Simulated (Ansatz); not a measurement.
# Resistivity from frozen vibrations: Ir(111) with 4 thermally displaced layers, 2x2, part 2 of 2

Aim: the resistivity of Ir at 273 K from frozen thermal displacements between perfect leads.

Ansatz 0.2.0; Ansatz plane-wave DFT, PBE, PAW files; ballistic transport by layer matching (Landauer), zero bias; PAW set soft_1.

So far, open channels per spin nearest the Fermi level: step 2 (with 4 displaced layers) 5.78.

## (4) With 12 displaced layers

Each atom of 12 layers is moved at random, by amounts drawn from a normal law 0.0353 Å wide in each direction from the Debye model (420 K) at 273 K. A fresh draw is used; the growth of the resistance with length is what counts.

System of this step: Ir(111) with 12 thermally displaced layers, 2x2. The cell holds 72 atoms: 72 Ir. Its edges and angles: a = 5.430 Å, b = 5.430 Å, c = 39.900 Å, α = 90.0°, β = 90.0°, γ = 120.0°. It derives from Ir. Regions: lead, 24 atoms (24 Ir); scattering region, 48 atoms (48 Ir). The structure is stacked along c, and the current runs across the ab planes.

input.yaml

```yaml
crystal:
  lattice:
    - [5.4297315514, 0.0, 0.0]
    - [-2.7148657757, 4.7022854592, 0.0]
    - [0.0, 0.0, 39.9002152235]
  atoms:
    - { symbol: Ir, position: [0.0, 0.0, 0.0277777778] }
    - { symbol: Ir, position: [0.0, 0.5, 0.0277777778] }
    - { symbol: Ir, position: [0.5, 0.0, 0.0277777778] }
    - { symbol: Ir, position: [0.5, 0.5, 0.0277777778] }
    - { symbol: Ir, position: [0.1666666667, 0.3333333333, 0.0833333333] }
    - { symbol: Ir, position: [0.1666666667, 0.8333333333, 0.0833333333] }
    - { symbol: Ir, position: [0.6666666667, 0.3333333333, 0.0833333333] }
    - { symbol: Ir, position: [0.6666666667, 0.8333333333, 0.0833333333] }
    - { symbol: Ir, position: [0.3333333333, 0.1666666667, 0.1388888889] }
    - { symbol: Ir, position: [0.3333333333, 0.6666666667, 0.1388888889] }
    - { symbol: Ir, position: [0.8333333333, 0.1666666667, 0.1388888889] }
    - { symbol: Ir, position: [0.8333333333, 0.6666666667, 0.1388888889] }
    - { symbol: Ir, position: [0.9960920973, 0.9993048394, 0.1946671261] }
    - { symbol: Ir, position: [0.9905729232, 0.4855538274, 0.1943804726] }
    - { symbol: Ir, position: [0.5055375584, 0.0081440252, 0.1949558655] }
    - { symbol: Ir, position: [0.493096924, 0.494564696, 0.1962238634] }
    - { symbol: Ir, position: [0.1784642236, 0.3470867936, 0.251884601] }
    - { symbol: Ir, position: [0.1627928427, 0.8362265685, 0.250405487] }
    - { symbol: Ir, position: [0.6723408746, 0.3374028259, 0.2501788224] }
    - { symbol: Ir, position: [0.662157504, 0.8220500943, 0.2498536166] }
    - { symbol: Ir, position: [0.3289445925, 0.1676135374, 0.3051417678] }
    - { symbol: Ir, position: [0.3404313924, 0.6728176333, 0.3058287545] }
    - { symbol: Ir, position: [0.8357385444, 0.1673646631, 0.3051592455] }
    - { symbol: Ir, position: [0.8304024298, 0.6629445414, 0.3058989319] }
    - { symbol: Ir, position: [0.002274432, 0.0043652897, 0.3599352308] }
    - { symbol: Ir, position: [0.0029099192, 0.4942724231, 0.3604612567] }
    - { symbol: Ir, position: [0.4966005125, 0.9957691826, 0.3613687627] }
    - { symbol: Ir, position: [0.4922501976, 0.4919686048, 0.3603625587] }
    - { symbol: Ir, position: [0.1753653876, 0.3336656976, 0.415633379] }
    - { symbol: Ir, position: [0.160878848, 0.8216487304, 0.4182504688] }
    - { symbol: Ir, position: [0.6585497899, 0.3369285955, 0.4171477862] }
    - { symbol: Ir, position: [0.658363965, 0.835588303, 0.4175491838] }
    - { symbol: Ir, position: [0.3373542985, 0.1686268058, 0.4730621917] }
    - { symbol: Ir, position: [0.3356429998, 0.6691931007, 0.47211008] }
    - { symbol: Ir, position: [0.8339075788, 0.1595972073, 0.4729229485] }
    - { symbol: Ir, position: [0.8259518745, 0.6584762486, 0.4725454748] }
    - { symbol: Ir, position: [0.014621138, 0.0072218606, 0.5273214174] }
    - { symbol: Ir, position: [0.0028343862, 0.4965890514, 0.5276680181] }
    - { symbol: Ir, position: [0.4918815109, 0.9825985171, 0.5279473607] }
    - { symbol: Ir, position: [0.4906852858, 0.494762785, 0.5264729128] }
    - { symbol: Ir, position: [0.1532618767, 0.3262497539, 0.5840640034] }
    - { symbol: Ir, position: [0.177407196, 0.833144052, 0.5842995901] }
    - { symbol: Ir, position: [0.6577707402, 0.3189750989, 0.5834660125] }
    - { symbol: Ir, position: [0.6679555801, 0.8301145758, 0.5836008078] }
    - { symbol: Ir, position: [0.3338150355, 0.1601827836, 0.6375818612] }
    - { symbol: Ir, position: [0.3311019028, 0.6650816772, 0.6385767749] }
    - { symbol: Ir, position: [0.8462332125, 0.1796252234, 0.638520148] }
    - { symbol: Ir, position: [0.8414116011, 0.6737327239, 0.6395200466] }
    - { symbol: Ir, position: [0.0053508294, 0.9970769165, 0.6950991879] }
    - { symbol: Ir, position: [0.0161839244, 0.5060352419, 0.6938958262] }
    - { symbol: Ir, position: [0.5086922968, 0.009480026, 0.6947710047] }
    - { symbol: Ir, position: [0.5021298924, 0.5115879852, 0.6933383756] }
    - { symbol: Ir, position: [0.1698799763, 0.3332118605, 0.748943582] }
    - { symbol: Ir, position: [0.1759036649, 0.8359458452, 0.7489673603] }
    - { symbol: Ir, position: [0.6689594497, 0.330092168, 0.7483159942] }
    - { symbol: Ir, position: [0.6631759319, 0.8353125108, 0.7505626098] }
    - { symbol: Ir, position: [0.3345796782, 0.1670058398, 0.8059715061] }
    - { symbol: Ir, position: [0.3363804962, 0.6755051762, 0.8056871064] }
    - { symbol: Ir, position: [0.8372754684, 0.1707278743, 0.80461994] }
    - { symbol: Ir, position: [0.8344603886, 0.678145751, 0.8058523104] }
    - { symbol: Ir, position: [0.0, 0.0, 0.8611111111] }
    - { symbol: Ir, position: [0.0, 0.5, 0.8611111111] }
    - { symbol: Ir, position: [0.5, 0.0, 0.8611111111] }
    - { symbol: Ir, position: [0.5, 0.5, 0.8611111111] }
    - { symbol: Ir, position: [0.1666666667, 0.3333333333, 0.9166666667] }
    - { symbol: Ir, position: [0.1666666667, 0.8333333333, 0.9166666667] }
    - { symbol: Ir, position: [0.6666666667, 0.3333333333, 0.9166666667] }
    - { symbol: Ir, position: [0.6666666667, 0.8333333333, 0.9166666667] }
    - { symbol: Ir, position: [0.3333333333, 0.1666666667, 0.9722222222] }
    - { symbol: Ir, position: [0.3333333333, 0.6666666667, 0.9722222222] }
    - { symbol: Ir, position: [0.8333333333, 0.1666666667, 0.9722222222] }
    - { symbol: Ir, position: [0.8333333333, 0.6666666667, 0.9722222222] }
kpoints:
  mp_grid: { grid: [5, 5, 1] }
hamiltonian:
  xc: pbe
  pseudopotentials: { kind: paw, azcp: { folder: soft_1 } }
scf:
  occupations: { method: fermi_dirac, width: 0.1 }
output:
  transmission:
    leads: [[0, 4]]
    kmesh: [10, 10]
    e_range: [-0.05, 0.05]
    de: 0.05
  write_potential: true
  write_density: true
  volumetric_format: npy
```

Launch:

```sh
ansatz run input.yaml --threads 4 --pin off --max-ram 15360MiB --backend cpu --events-out ev --progress --plain --runs-dir out
```

Numbers of over 12 decimals in the logs are rounded to 6 here.

Output:

```text
[...]
Crystal: 72 atoms, lattice volume = 1018.738 Å³
Basis set: ecut = 420 eV, 19879 PW (Γ)
Bands: 735, of which v1, the nominal top of the filled ones, is band 612 counted from 1 (611 counted from 0)
Symmetry: 1 space group operations
[...]
k-points: 13 of 25 (time reversal used)
[...]
SCF iter   1: F=—  HF=-859457.061394 eV  |F-HF|=—  |Δ(HF+E_count)|=         —  Δρ=4.95e-2  dr2=1.77e1  ethr=3.10e-3  ⟨swp⟩=5.0  Hψ=30182  notcnv=0  defer=106
[...]
SCF iter   8: F=-859451.507027 eV  HF=-859451.507028 eV  |F-HF|=5.65e-8  |Δ(HF+E_count)|=   3.77e-8  Δρ=1.78e-6  dr2=6.98e-8  ethr=8.17e-12  ⟨swp⟩=6.8  Hψ=25450  notcnv=0
SCF 1 converged in 8 iterations: F = -859451.507027 eV  dr2 = 6.98e-8
[...]
transmission: 388 of 3848 steps passed
transmission: 772 of 3848 steps passed
[...]
transmission: 3848 of 3848 steps passed
SCF converged after 8 iterations
Free energy (F): -859451.507027 eV
[...]
Internal energy: -859449.317810 eV  (E = F + TS)
E sigma→0 (E₀):  -859450.412419 eV
Entropy (-TS):   -2.189217 eV (-30.406 meV/atom)
Fermi energy:    25.832082 eV
[...]
--- Band table (eV; the first three rows and the last of 13) ---
  k-point 0: bands = [... 608 lower, 26.6757, 26.6790, 26.6875, 26.6881, 26.6909, 26.7007, 26.7042, 26.7061, ... 119 higher]
  k-point 1: bands = [... 608 lower, 26.1310, 26.1483, 26.1603, 26.1674, 26.1775, 26.1859, 26.1898, 26.2039, ... 119 higher]
  k-point 2: bands = [... 608 lower, 25.1760, 25.2067, 25.2358, 25.2833, 25.2920, 25.3515, 25.3807, 25.4025, ... 119 higher]
  k-point 12: bands = [... 608 lower, 25.8016, 25.8270, 25.8409, 25.8504, 25.8675, 25.8724, 25.8841, 25.9007, ... 119 higher]
--- Transmission ---
  basis      : 223 plane waves across, 74 finite elements along
  points     : 52, standing for a mesh of 10 x 10
[...]
channels       : 6.020000e0 a spin
[...]
junction   : crystal 0 to crystal 0, 0.70 to 38.38 Å
    transmission   : 5.104286e0 a spin
[...]
```

Run time: 25 min. Hardware: 4 threads of Arm Neoverse V1, shared host; peak memory 7.5 GiB; 1.6 h of CPU time.

Numbers from this step:

```
free energy                                    : -859451.5070 eV
energy at zero smearing                        : -859450.4124 eV
transmission per spin nearest the Fermi level  : 5.104
open channels per spin nearest the Fermi level : 6.02
step of the lead's potential                   : 3.7 meV
```

Per spin. The transmission, zone mean by energy, zero at the Fermi level:

```tsv
energy (eV)	transmission, zone mean
-0.0500	5.20
0.0000	5.10
0.0500	5.35
```

Over the solved energies the transmission per spin lies between 5.10 and 5.35, out of 6.06 channels of the lead on average (up to 6.26).

## (5) The fit

This step: Ansatz plane-wave DFT, PBE, PAW files; ballistic transport by layer matching (Landauer), zero bias; resistivity from the slope of the area resistance; PAW set soft_1 (Ansatz 0.2.0).

This step gave:

- resistivity: 3.792 µΩ cm
- intercept: -0.01058 fΩ m²
- scatter about the fit: 0.003693 fΩ m²

Resistance, by row:

```tsv
run	length (Å)	T	channels N	RA (fΩ m²)
n4	8.867	5.729	5.94	0.02043
n8	17.73	5.344	5.94	0.06189
n12	26.6	5.219	6.06	0.08767
```

Table of area resistance by length of the displaced region:

```tsv
length of the displaced region (Å)	area resistance (fΩ m²)
8.87	0.0204
17.73	0.0619
26.60	0.0877
```

The area resistance goes from 0.020 to 0.088 fΩ m² between 8.9 and 26.6 Å, a slope of 3.8 µΩ cm.

By hand from the end points: (0.08767 − 0.02043) fΩ m² / (26.60 − 8.87) Å = 3.8 µΩ cm, since 1 fΩ m² per Å is 1000 µΩ cm.

## (6) Outcome

```yaml
resistivity_from_the_slope: 3.79 µΩ cm
area_resistance_over_8p87_a: 0.0204 fΩ m²
area_resistance_over_17p7_a: 0.0619 fΩ m²
area_resistance_over_26p6_a: 0.0877 fΩ m²
```

**Reading.** The slope gives 3.8 µΩ cm. The points scatter by 0.0037 fΩ m² about the line, with one random draw a length in a 2x2 cell, so the slope is a rough value. The mean square of the displacements drawn is 0.75, 0.94 and 0.81 of the nominal one at the three lengths; with each resistance scaled back by that, the slope is 4.6 µΩ cm, the value used below. The lead's own channel count moves between the runs (5.94, 5.94 and 6.06), which shifts RA and the slope too. Read with a model of isotropic scattering on a spherical Fermi surface and the lead's 1.8×10¹⁵ S/m², this slope means a mean free path near 103 Å; over these lengths the model's slope is 1.13 times its bulk resistivity, which would be 4.0 µΩ cm. Uncorrelated displacements put too much weight on short waves, which scatter strongly; with the sideways repeat of a small cell, one draw and three short lengths, the method is good to a factor of two or three. The measured value is 4.7 µΩ cm (CRC Handbook of Chemistry and Physics, 84th ed., 2003, Electrical Resistivity of Pure Metals); the scaled slope is 0.97 times that and the corrected value 0.86: fair for so small a cell. Spin-orbit coupling is left out, which matters for Ir.

[Logs are printed without paths, hosts, clocks, repeated set-up lines and the standing remarks that a program may print on its own settings, such as how far it seeks lower states.]

[Hosts, paths, dates, database ids (printed as entryN), source tags and the programs' standing remarks are cut or masked in the printed files.]
